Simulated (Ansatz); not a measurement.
# What BiN (model cell, started as zinc blende) distorts into

Aim: this structure of BiN (model cell, started as zinc blende) is to be tested for unstable modes, and one is followed downhill.

Calculated with Ansatz 0.2.0; DFT PBEsol, scalar-relativistic, plane waves, PAW.

The structure was built from a prototype and need not be the compound's stable phase.

**1. The starting structure**

Symmetry: F-43m, No. 216, cubic system. Conventional cell: a = 5.480 Å, b = 5.480 Å, c = 5.480 Å, α = 90.00°, β = 90.00°, γ = 90.00°. Bi has 4 N at 2.37 Å nearest. N has 4 Bi at 2.37 Å nearest. Farther neighbours and most contacts between anions are not listed.

**2. Phonons on a q mesh**

The cell comes from relaxations at this level that are not shown. Stability and thermal properties need the whole zone. Linear response on a 4×4×4 q mesh gives force constants as far as a supercell of that size would.

input.yaml

```yaml
crystal:
  lattice:
    - [0.0, 2.7401716009, 2.7401716009]
    - [2.7401716009, 0.0, 2.7401716009]
    - [2.7401716009, 2.7401716009, 0.0]
  atoms:
    - { symbol: Bi, position: [0.0, 0.0, 0.0] }
    - { symbol: "N", position: [0.25, 0.25, 0.25] }
kpoints:
  mp_grid: { grid: [16, 16, 16] }
hamiltonian:
  xc: pbesol
scf:
  occupations: { method: methfessel_paxton, width: 0.2 }
output:
  eigenvalues: true
phonons:
  method: dfpt
  qmesh: [4, 4, 4]
  temperatures: { t_max: 1000, t_step: 50 }
  qpath:
    path:
      - [[0.0, 0.0, 0.0], [-0.5, -0.5, 0.0], [-0.375, -0.375, 0.25]]
      - [[-0.375, 0.0, 0.375], [0.0, 0.0, 0.0], [0.0, 0.0, 0.5], [-0.5, -0.25, 0.25], [-0.5, -0.5, 0.0]]
    npoints: 10
```

The run is started by

```console
ansatz run input.yaml --threads 4 --pin off --max-ram 7168MiB --backend cpu --events-out ev --progress --plain --runs-dir out
```

Numbers of over 12 decimals in the logs are rounded to 6 here.

What it wrote:

```text
Warning: phonons: the dynamical matrix that this run interpolates holds no multipole term above the dipole-dipole one, and a site of this crystal is no centre of inversion, so its interpolated transverse optical and acoustic branches and sound speeds can stay off near Gamma, and the density of states and the thermodynamics with them. What a run solves at a wave vector of phonons.qpoints, Gamma apart, where the deck admits one, is free of this, and under fd what a larger phonons.supercell samples
Engine: ansatz 0.2.0, aarch64-unknown-linux-gnu
Pseudopotentials: kind: paw
Pseudopotential: Bi, paw, valence charge 15, recommended cutoff 420 eV (normal), Bi.paw.azcp
Pseudopotential: N, paw, valence charge 5, recommended cutoff 420 eV (normal), N.paw.azcp
Functional definition: PBEsol
  exchange = pbesol_x
  correlation = pbesol_c
Crystal: 2 atoms, lattice volume = 41.149 Å³
Basis set: ecut = 420 eV, 821 PW (Γ), exchange–correlation on 54×54×54 points (8 copies of the dense FFT grid, shifted against one another)
Bands: 14, of which v1, the nominal top of the filled ones, is band 10 counted from 1 (9 counted from 0)
Symmetry: 24 space group operations
k-points: 145 of 4096 (time reversal used)
Non-local potential: Bi, projectors of the file, l = 0: 2, l = 1: 2, l = 2: 2, l = 3: 2
Non-local potential: N, projectors of the file, l = 0: 2, l = 1: 2, l = 2: 1
PAW form: soft (Blöchl's): semilocal exchange-correlation on the pseudo side does not see the compensation charge
PAW frozen core: Bi, regenerated for the run's functional, and the local potential with it (the file was generated under x = pbe(κ = 0.804, μ = 0.219515), c = pbe(β = 0.066725))
PAW frozen core: N, regenerated for the run's functional, and the local potential with it (the file was generated under x = pbe(κ = 0.804, μ = 0.219515), c = pbe(β = 0.066725))
PAW one-centre angular grid: Bi, 590 points (default); XC on 64 Gauss nodes
PAW one-centre angular grid: N, 110 points (default); XC on 64 Gauss nodes
Initial density: superposition of atomic densities (neutral atoms: chi_scale 0, normalization atom), corrected by the library's trained network
Initial wavefunctions: pseudopotential atomic-orbital guess
Functional: x = pbesol(κ = 0.804, μ = 0.123457), c = pbesol(β = 0.046)
SCF iter   1: F=—  HF=-12618.913948 eV  |F-HF|=—  |Δ(HF+E_count)|=         —  Δρ=1.81e-2  dr2=1.86e-1  ethr=1.77e-3  ⟨swp⟩=5.0  Hψ=9508  notcnv=0
preconditioner: auto → LDOS  [metal: Δε(μ)=0.054 eV  Ē_g=19.056 eV  σ=0.200 eV  W_gap=0.22  n_scr=14 (ndim 8)  ℏωp=25.9 eV  f_vac=0.018  D(μ)=0.93/eV (n_scr^D=8)  β→1.0]
SCF iter   2: F=—  HF=-12618.884009 eV  |F-HF|=—  |Δ(HF+E_count)|=   2.99e-2  S|Δr|=    0.00e0  Δρ=6.37e-3  dr2=1.56e-2  ethr=9.31e-4  ⟨swp⟩=2.0  Hψ=3605  notcnv=0
preconditioner: auto → Kerker (q_TF=auto, 2.419 Å⁻¹)  [metal: Δε(μ)=0.001 eV  Ē_g=19.061 eV  σ=0.200 eV  W_gap=0.00  n_scr=14 (ndim 8)  ℏωp=25.9 eV  f_vac=0.012  D(μ)=0.79/eV (n_scr^D=0)  β→0.5]
SCF iter   3: F=—  HF=-12618.881182 eV  |F-HF|=—  |Δ(HF+E_count)|=   2.83e-3  S|Δr|=    0.00e0  Δρ=9.12e-4  dr2=1.58e-4  ethr=7.82e-5  ⟨swp⟩=2.1  Hψ=2447  notcnv=0
SCF iter   4: F=—  HF=-12618.881258 eV  |F-HF|=—  |Δ(HF+E_count)|=   7.58e-5  S|Δr|=    0.00e0  Δρ=2.54e-4  dr2=4.29e-5  ethr=7.92e-7  ⟨swp⟩=2.0  Hψ=2681  notcnv=0
SCF iter   5: F=—  HF=-12618.881261 eV  |F-HF|=—  |Δ(HF+E_count)|=   3.22e-6  S|Δr|=    0.00e0  Δρ=7.92e-5  dr2=4.52e-6  ethr=2.15e-7  ⟨swp⟩=2.0  Hψ=2584  notcnv=0
SCF iter   6: F=—  HF=-12618.881273 eV  |F-HF|=—  |Δ(HF+E_count)|=   1.16e-5  S|Δr|=    0.00e0  Δρ=2.82e-5  dr2=5.41e-7  ethr=2.26e-8  ⟨swp⟩=2.1  Hψ=2548  notcnv=0
SCF iter   7: F=—  HF=-12618.881265 eV  |F-HF|=—  |Δ(HF+E_count)|=   8.20e-6  S|Δr|=    0.00e0  Δρ=3.32e-6  dr2=2.56e-9  ethr=2.70e-9  ⟨swp⟩=2.9  Hψ=3563  notcnv=0
SCF iter   8: F=—  HF=-12618.881265 eV  |F-HF|=—  |Δ(HF+E_count)|=   1.65e-9  S|Δr|=    0.00e0  Δρ=1.17e-6  dr2=6.27e-10  ethr=1.28e-11  ⟨swp⟩=2.2  Hψ=3009  notcnv=0
SCF iter   9: F=-12618.881265 eV  HF=-12618.881265 eV  |F-HF|=1.27e-11  |Δ(HF+E_count)|=  1.09e-10  S|Δr|=    0.00e0  Δρ=1.16e-7  dr2=6.05e-12  ethr=1.00e-12  ⟨swp⟩=5.0  Hψ=10951  notcnv=0
SCF 1 converged in 9 iterations: F = -12618.881265 eV  dr2 = 6.05e-12
  greatest PAW one-centre occupation: 0.989 electrons in one spin orbital (limit 2), on the Bi atom at site 0 (counted from 0), in its partial waves of l = 2
Initial density: read from a saved state, or passed on in memory by an earlier SCF of this step, an earlier step, the calling program or the single point that the run made first
iter 1 solved again at ethr=8.67e-7 eV; its pass at ethr=3.10e-3 eV (dr2=1.73e-4 eV) is discarded
SCF iter   1: F=—  HF=-12618.881265 eV  |F-HF|=—  |Δ(HF+E_count)|=         —  Δρ=4.29e-6  dr2=3.82e-9  ethr=8.67e-7  ⟨swp⟩=3.2  Hψ=15337  notcnv=0
eigensolver tolerance schedule: the retry pair's looser diagonalisation over-reported the residual by 45450.04 of it (diagonalisation noise at an unbounded share of the residual, at the tolerance the schedule requests for it); recorded, not acted on — ethr = c·dr2/N_el stays at c = 1.0e-1
preconditioner: auto → Kerker (q_TF=auto, 2.419 Å⁻¹)  [metal: Δε(μ)=0.013 eV  Ē_g=19.042 eV  σ=0.200 eV  W_gap=0.05  n_scr=14 (ndim 8)  ℏωp=25.9 eV  f_vac=0.011  D(μ)=0.82/eV (n_scr^D=0)]
SCF iter   2: F=—  HF=-12618.881265 eV  |F-HF|=—  |Δ(HF+E_count)|=   5.77e-7  S|Δr|=    0.00e0  Δρ=2.63e-6  dr2=1.91e-9  ethr=1.91e-11  ⟨swp⟩=3.8  Hψ=5256  notcnv=0
SCF iter   3: F=—  HF=-12618.881265 eV  |F-HF|=—  |Δ(HF+E_count)|=  4.46e-10  S|Δr|=    0.00e0  Δρ=1.51e-6  dr2=5.14e-10  ethr=9.53e-12  ⟨swp⟩=1.0  Hψ=2034  notcnv=0
SCF iter   4: F=—  HF=-12618.881265 eV  |F-HF|=—  |Δ(HF+E_count)|=  1.36e-10  S|Δr|=    0.00e0  Δρ=1.06e-6  dr2=2.49e-10  ethr=2.57e-12  ⟨swp⟩=1.0  Hψ=2030  notcnv=0
SCF iter   5: F=—  HF=-12618.881265 eV  |F-HF|=—  |Δ(HF+E_count)|=  6.37e-11  S|Δr|=    0.00e0  Δρ=5.88e-7  dr2=7.40e-11  ethr=1.24e-12  ⟨swp⟩=2.0  Hψ=3043  notcnv=0
SCF iter   6: F=—  HF=-12618.881265 eV  |F-HF|=—  |Δ(HF+E_count)|=  2.18e-11  S|Δr|=    0.00e0  Δρ=3.40e-7  dr2=2.49e-11  ethr=1.00e-12  ⟨swp⟩=1.0  Hψ=2030  notcnv=0
SCF iter   7: F=-12618.881265 eV  HF=-12618.881265 eV  |F-HF|=9.09e-12  |Δ(HF+E_count)|=  9.09e-12  S|Δr|=    0.00e0  Δρ=8.91e-8  dr2=1.73e-12  ethr=1.00e-12  ⟨swp⟩=3.0  Hψ=4399  notcnv=0
SCF 2 converged in 7 iterations: F = -12618.881265 eV  dr2 = 1.73e-12
phonons: the bands overlap, so this run is a metal and interpolates without the dipole-dipole term. If the crystal is really an insulator or semiconductor, its LO-TO splitting is missing
NSCF: frozen V_eff on 145 k-points
NSCF: frozen V_eff on 349 k-points
DFPT response loops at q = (0, 0, 0) (fractional): preconditioner auto → Kerker (q_TF=auto, 2.419 Å⁻¹) (partly filled bands, converged f_vac=0.011); β = 1.00, the filter's whole step (`scf.mixing.beta` (0.50) is not read by the response loops under this deck's `scf.mixing.preconditioner`; to damp them name `kerker` or `kerker_dos`, under which they read `scf.mixing.beta`, and type it under 1.00, their step now; both keys bind the ground state too); Broyden in place of MSR1
NSCF: frozen V_eff on 4352 k-points
DFPT response loops at q = (0, 0, 0.25) (fractional): mixed as the last ones told, above
NSCF: frozen V_eff on 2196 k-points
DFPT response loops at q = (0, 0, -0.5) (fractional): mixed as the last ones told, above
NSCF: frozen V_eff on 2320 k-points
DFPT response loops at q = (0, 0.25, 0.25) (fractional): mixed as the last ones told, above
NSCF: frozen V_eff on 8192 k-points
DFPT response loops at q = (0, 0.25, -0.5) (fractional): mixed as the last ones told, above
NSCF: frozen V_eff on 4352 k-points
DFPT response loops at q = (0, 0.25, -0.25) (fractional): mixed as the last ones told, above
NSCF: frozen V_eff on 1242 k-points
DFPT response loops at q = (0, -0.5, -0.5) (fractional): mixed as the last ones told, above
NSCF: frozen V_eff on 2320 k-points
DFPT response loops at q = (0.25, -0.5, -0.25) (fractional): mixed as the last ones told, above
SCF converged after 9 iterations
Stability not checked: this state was not tested for a lower state beside it, because cold or Methfessel-Paxton smearing, or corrected tetrahedra, fill the levels in a way that the test cannot read (fill_not_monotonic; see scf.lower_state_search)
Free energy (F): -12618.881265 eV
Harris-Foulkes:  -12618.881265 eV  (|F-HF|=1.27e-11)
Internal energy: -12618.880265 eV  (E = F + TS)
E sigma→0 (E₀):  -12618.881015 eV
Entropy (-TS):   -0.000999 eV (-0.500 meV/atom)
Fermi energy:    9.981247 eV
--- Per-component energies (eV) ---
  E_band       = -95.856585
  E_kinetic    = 427.609640
  E_local      = -1697.342854  (includes V_loc(G=0)·N_el)
  E_nonlocal   = 611.029055
  E_hartree    = 543.852201
  E_xc         = -209.300983
  E_vxc        = -219.320100  (∫ρ·V_xc dr)
  E_paw        = -10630.967595  (= ΣΔE_a)
  E_vpaw       = -305.536326  (= ΣTr[D̂ρ^β])
  E_aug_tail   = -0.000384  (compensation charges beyond the density's cutoff)
  E_ewald      = -1663.877196
  E_core_change = 0.117851  (= ΣΔE_core)
  E_smearing   = -0.000999  (= −TS)
  E_closure    = 0.000000  (closes the sum)
  Σ components = -12618.881265   (vs F -12618.881265, Δ=0.00e0)
--- Band table (eV; the first three rows and the last of 145) ---
  k-point 0: bands = [... 6 lower, 2.9452, 7.8293, 7.8293, 7.8293, 13.0047, 13.0047, 13.0047, 16.2383]
  k-point 1: bands = [... 6 lower, 2.8401, 7.7891, 7.7891, 7.8242, 12.7679, 13.0553, 13.0553, 16.6457]
  k-point 2: bands = [... 6 lower, 2.5381, 7.6794, 7.6794, 7.7854, 12.3700, 13.1891, 13.1891, 17.4576]
  k-point 144: bands = [... 6 lower, -0.8705, 5.0451, 5.2476, 10.3284, 11.9228, 12.3407, 15.3723, 16.8137]
--- Phonons (Γ-DFPT): 2 representative perturbations + reference (Σ response iterations 6) ---
  ASR residual: 6.961e-5 → 0.000e0 eV/Å²; symmetrization residual: 6.999e-7 eV/Å²
  ASR residual per site (eV/Å²): 1.09e-5 6.96e-5
  Γ frequencies (cm⁻¹): 0.00 0.00 0.00 309.70 309.70 309.70
--- Phonons (arbitrary-q DFPT): 8 irreducible q on the 4×4×4 mesh ---
  q = [0.0000, 0.0000, 0.0000] (star 1, of the zone-centre solve; hermiticity 3.02e-7, symmetrization 1.25e-12): -0.00 0.00 0.00 309.70 309.70 309.70
  q = [0.0000, 0.0000, 0.2500] (star 8, 2 solved perturbations on 2176 of 4096 k-point pairs; hermiticity 2.86e-7, symmetrization 4.78e-13): -12.96 -12.96 62.11 248.86 292.08 292.08
  q = [0.0000, 0.0000, -0.5000] (star 4, 2 solved perturbations on 1098 of 4096 k-point pairs; hermiticity 4.04e-7, symmetrization 2.97e-13): 32.99 32.99 123.45 289.05 289.05 301.49
  q = [0.0000, 0.2500, 0.2500] (star 6, 4 solved perturbations in 3616 linear systems a pass and spin channel, the states on 1160 of 4096 k-point pairs; hermiticity 5.50e-7, symmetrization 2.46e-13): -72.69 -72.69 85.05 200.63 200.63 264.04
  q = [0.0000, 0.2500, -0.5000] (star 24, 4 solved perturbations in 12544 linear systems a pass and spin channel, the states on 4096 of 4096 k-point pairs; hermiticity 3.15e-7, symmetrization 8.59e-14): -30.10 -20.39 113.72 182.58 205.82 295.95
  q = [0.0000, 0.2500, -0.2500] (star 12, 4 solved perturbations in 6672 linear systems a pass and spin channel, the states on 2176 of 4096 k-point pairs; hermiticity 4.90e-7, symmetrization 2.70e-13): -27.13 22.59 103.81 205.48 275.48 285.78
  q = [0.0000, -0.5000, -0.5000] (star 3, 4 solved perturbations in 1940 linear systems a pass and spin channel, the states on 621 of 4096 k-point pairs; hermiticity 4.90e-7, symmetrization 2.38e-13): -107.01 -107.01 108.86 111.00 111.00 272.88
  q = [0.2500, -0.5000, -0.2500] (star 6, 4 solved perturbations in 3498 linear systems a pass and spin channel, the states on 1160 of 4096 k-point pairs; hermiticity 5.36e-7, symmetrization 2.24e-13): -80.14 51.47 114.54 138.25 153.43 251.52
  sum rule: each row above includes the acoustic sum rule's correction from the zone centre's row sums; it moved no ω² by more than (1.16 cm⁻¹)²
  mesh force constants: q→R imaginary residual 9.88e-19; ASR residual 6.961e-5 → 0.000e0 eV/Å²; symmetrization residual 1.776e-15 eV/Å²
  interpolated dispersion: 62 rows × 6 modes
  density of states and harmonic sums: on the 20×20×20 q-mesh, interpolated from the force constants of a 4×4×4 supercell (no non-analytic term)
  largest difference from the sums on the solved wave vectors: F 1.00e-1 eV, S 1.30e-4 and C_V 2.96e-5 eV/K
  zero-point energy: 0.051731 eV/cell   skipped modes (ω ≤ 0): 332, of them read as no rigid motion or as one in doubt: 329 (1.265e0 modes/cell left out, lowest -107.01 cm⁻¹)   left out of the sums: 2.11e-1 of the cell's modes: C_V's classical limit lies that fraction below 3 k_B per atom; for a crystal, a wire or a layer, F and S can be off by more, and a phonons.interpolated_qmesh denser along its periods is the remedy for the sampling
```

Run time: 8.8 min. Hardware: 4 threads of Arm Neoverse V1, shared host; peak memory 4.5 GiB.

This step gave:

```yaml
volume_per_atom: 20.57 Å³
gap_on_the_k_mesh: 0 eV
sum_rule_residual_before_enforcement: 6.96e-5 eV/Å²
lowest_frequency_on_the_path: -107.0 cm⁻¹
point_group: -43m
highest_frequency_on_the_path_or_at_a_solved_wavevector: 310.1 cm⁻¹
highest_optical_mode_at_the_zone_centre_no_lo_to_term: 309.7 cm⁻¹
lowest_optical_zone_centre_mode: 309.7 cm⁻¹
lowest_mode_on_the_q_mesh_acoustic_modes_at_gamma_apart: -107.0 cm⁻¹
```

Frequencies (cm⁻¹) solved at each irreducible wavevector; negative means imaginary. Frequencies by wavevector, by row:

```csv
q in reciprocal lattice units,star,mode 1,mode 2,mode 3,mode 4,mode 5,mode 6
0 0 0,1,0,0,0,309.7,309.7,309.7
0 0 0.25,8,-13,-13,62.1,248.9,292.1,292.1
0 0 -0.5,4,33,33,123.5,289.1,289.1,301.5
0 0.25 0.25,6,-72.7,-72.7,85,200.6,200.6,264
0 0.25 -0.5,24,-30.1,-20.4,113.7,182.6,205.8,295.9
0 0.25 -0.25,12,-27.1,22.6,103.8,205.5,275.5,285.8
0 -0.5 -0.5,3,-107,-107,108.9,111,111,272.9
0.25 -0.5 -0.25,6,-80.1,51.5,114.5,138.2,153.4,251.5
```

Interpolated from a 4×4×4 q mesh. The phonon branches at the labelled points (cm⁻¹):

| point | branch 1 | branch 2 | branch 3 | branch 4 | branch 5 | branch 6 |
| --- | --- | --- | --- | --- | --- | --- |
| Γ | 0 | 0 | 0 | 310 | 310 | 310 |
| halfway | -73 | -73 | 85 | 201 | 201 | 264 |
| X | -107 | -107 | 109 | 111 | 111 | 273 |
| halfway | -90 | -84 | 111 | 114 | 123 | 275 |
| U | -37 | -36 | 112 | 136 | 172 | 283 |
| jump to K | -37 | -36 | 112 | 136 | 172 | 283 |
| halfway | -50 | 21 | 81 | 223 | 271 | 293 |
| Γ | 0 | 0 | 0 | 310 | 310 | 310 |
| halfway | -13 | -13 | 62 | 249 | 292 | 292 |
| L | 33 | 33 | 124 | 289 | 289 | 302 |
| halfway | -21 | 46 | 119 | 206 | 244 | 299 |
| W | -80 | 52 | 114 | 138 | 153 | 252 |
| halfway | -87 | -60 | 112 | 123 | 124 | 271 |
| X | -107 | -107 | 109 | 111 | 111 | 273 |

The phonon branches as a text plot (rows in cm⁻¹):

```
    301 |***                    ************    *******
    284 |  **          *********  ***    *  ********   **
    267 |   ***********      ** ****      *   *    ***      *****
    249 |                   *              ***      * *  ***
    232 |    **                 **                   * *
    215 |                  *   *
    197 |      *             **                       * *
    180 |       *         * *                          *
    162 |                * *                            **
    145 |        *      * *                              ****
    128 |         **   ***                      ******      ***
    110 |        **************               **      ***********
     93 |      **              *             *
     75 |    **                 *
     58 |   *                    *          *           ***
     41 |  *                      **       *     *******   *
     23 | *                *******  *     *   ***  ***      *
      6 |*                        ********   *
    -11 | *                * **      *  *****
    -29 |  *              *         *                 *
    -46 |   *            *     *****                   *     *
    -64 |    **         *                               *
    -81 |      **      **                                ******
    -98 |        *******                                      ***
         Γ           X  U|K            Γ         L        W     X
```

Symmetry leaves 8 wavevectors to solve. The lowest mode among them, the acoustic zeros apart, lies at q = (0, -0.5, -0.5) and is imaginary, 107.0i cm⁻¹, so the energy falls along it.

**3. The mode frozen in, largest atomic shift 0 Å**

The mode followed lies at q = (0, -0.5, -0.5) with frequency 107.0i cm⁻¹ and is 2-fold degenerate, the softest among the wavevectors solved. At small amplitude the distorted cell has space group no. 20 by a symmetry search on the positions. The undistorted cell that holds it gives the zero of energy on the same k mesh.

System of this step: BiN (model cell, started as zinc blende). Symmetry: F-43m, No. 216, cubic system. Conventional cell: a = 5.480 Å, b = 5.480 Å, c = 5.480 Å, α = 90.00°, β = 90.00°, γ = 90.00°. Bi has 4 N at 2.37 Å nearest. N has 4 Bi at 2.37 Å nearest. Farther neighbours and most contacts between anions are not listed.

input.yaml

```yaml
crystal:
  lattice:
    - [0.0, -2.7401716009, -2.7401716009]
    - [0.0, 2.7401716009, -2.7401716009]
    - [5.4803432018, 0.0, 0.0]
  atoms:
    - { symbol: Bi, position: [0.5, 0.5, 0.5] }
    - { symbol: Bi, position: [0.0, 0.0, 0.0] }
    - { symbol: "N", position: [0.0, 0.5, 0.75] }
    - { symbol: "N", position: [0.5, 0.0, 0.25] }
kpoints:
  mp_grid: { grid: [12, 12, 8] }
hamiltonian:
  xc: pbesol
scf:
  occupations: { method: methfessel_paxton, width: 0.2 }
output:
  forces: true
  stress: true
  eigenvalues: true
```

What it wrote:

```text
[...]
Crystal: 4 atoms, lattice volume = 82.299 Å³
Basis set: ecut = 420 eV, 1611 PW (Γ), exchange–correlation on 54×54×80 points (8 copies of the dense FFT grid, shifted against one another)
Bands: 24, of which v1, the nominal top of the filled ones, is band 20 counted from 1 (19 counted from 0)
Symmetry: 16 space group operations
[...]
--- Band table (eV; the first three rows and the last of 140) ---
  k-point 0: bands = [... 16 lower, 7.8253, 7.8253, 7.8257, 9.0678, 9.6202, 13.0039, 13.0039, 13.0045]
  k-point 1: bands = [... 16 lower, 7.7125, 7.7125, 7.9414, 9.1302, 9.6166, 12.6018, 13.1184, 13.1184]
  k-point 2: bands = [... 16 lower, 7.4158, 7.4158, 8.2431, 9.2754, 9.6279, 11.8160, 13.4256, 13.4256]
  k-point 139: bands = [... 16 lower, 5.2452, 5.2452, 10.3244, 10.3244, 11.9207, 11.9207, 12.3396, 12.3396]
[key lines of the parts left out:]
SCF converged after 6 iterations
Free energy (F): -25237.766579 eV
Fermi energy:    9.967206 eV
P = ⅓ Tr σ = -0.0410 GPa (-0.410 kbar)
```

Run time: 6 s. Hardware: 4 threads; peak memory 0.48 GiB; 23 s of CPU time.

This step gave:

* pressure: -0.04101 GPa
* energy from the undistorted cell: 0 meV/atom

The run ends at a pressure of -0.04 GPa.

(Continued in part 2 of 3.)

[Logs are printed without paths, hosts, clocks, repeated set-up lines and the standing remarks that a program may print on its own settings, such as how far it seeks lower states.]

[Hosts, paths, dates, database ids (printed as entryN), source tags and the programs' standing remarks are cut or masked in the printed files.]
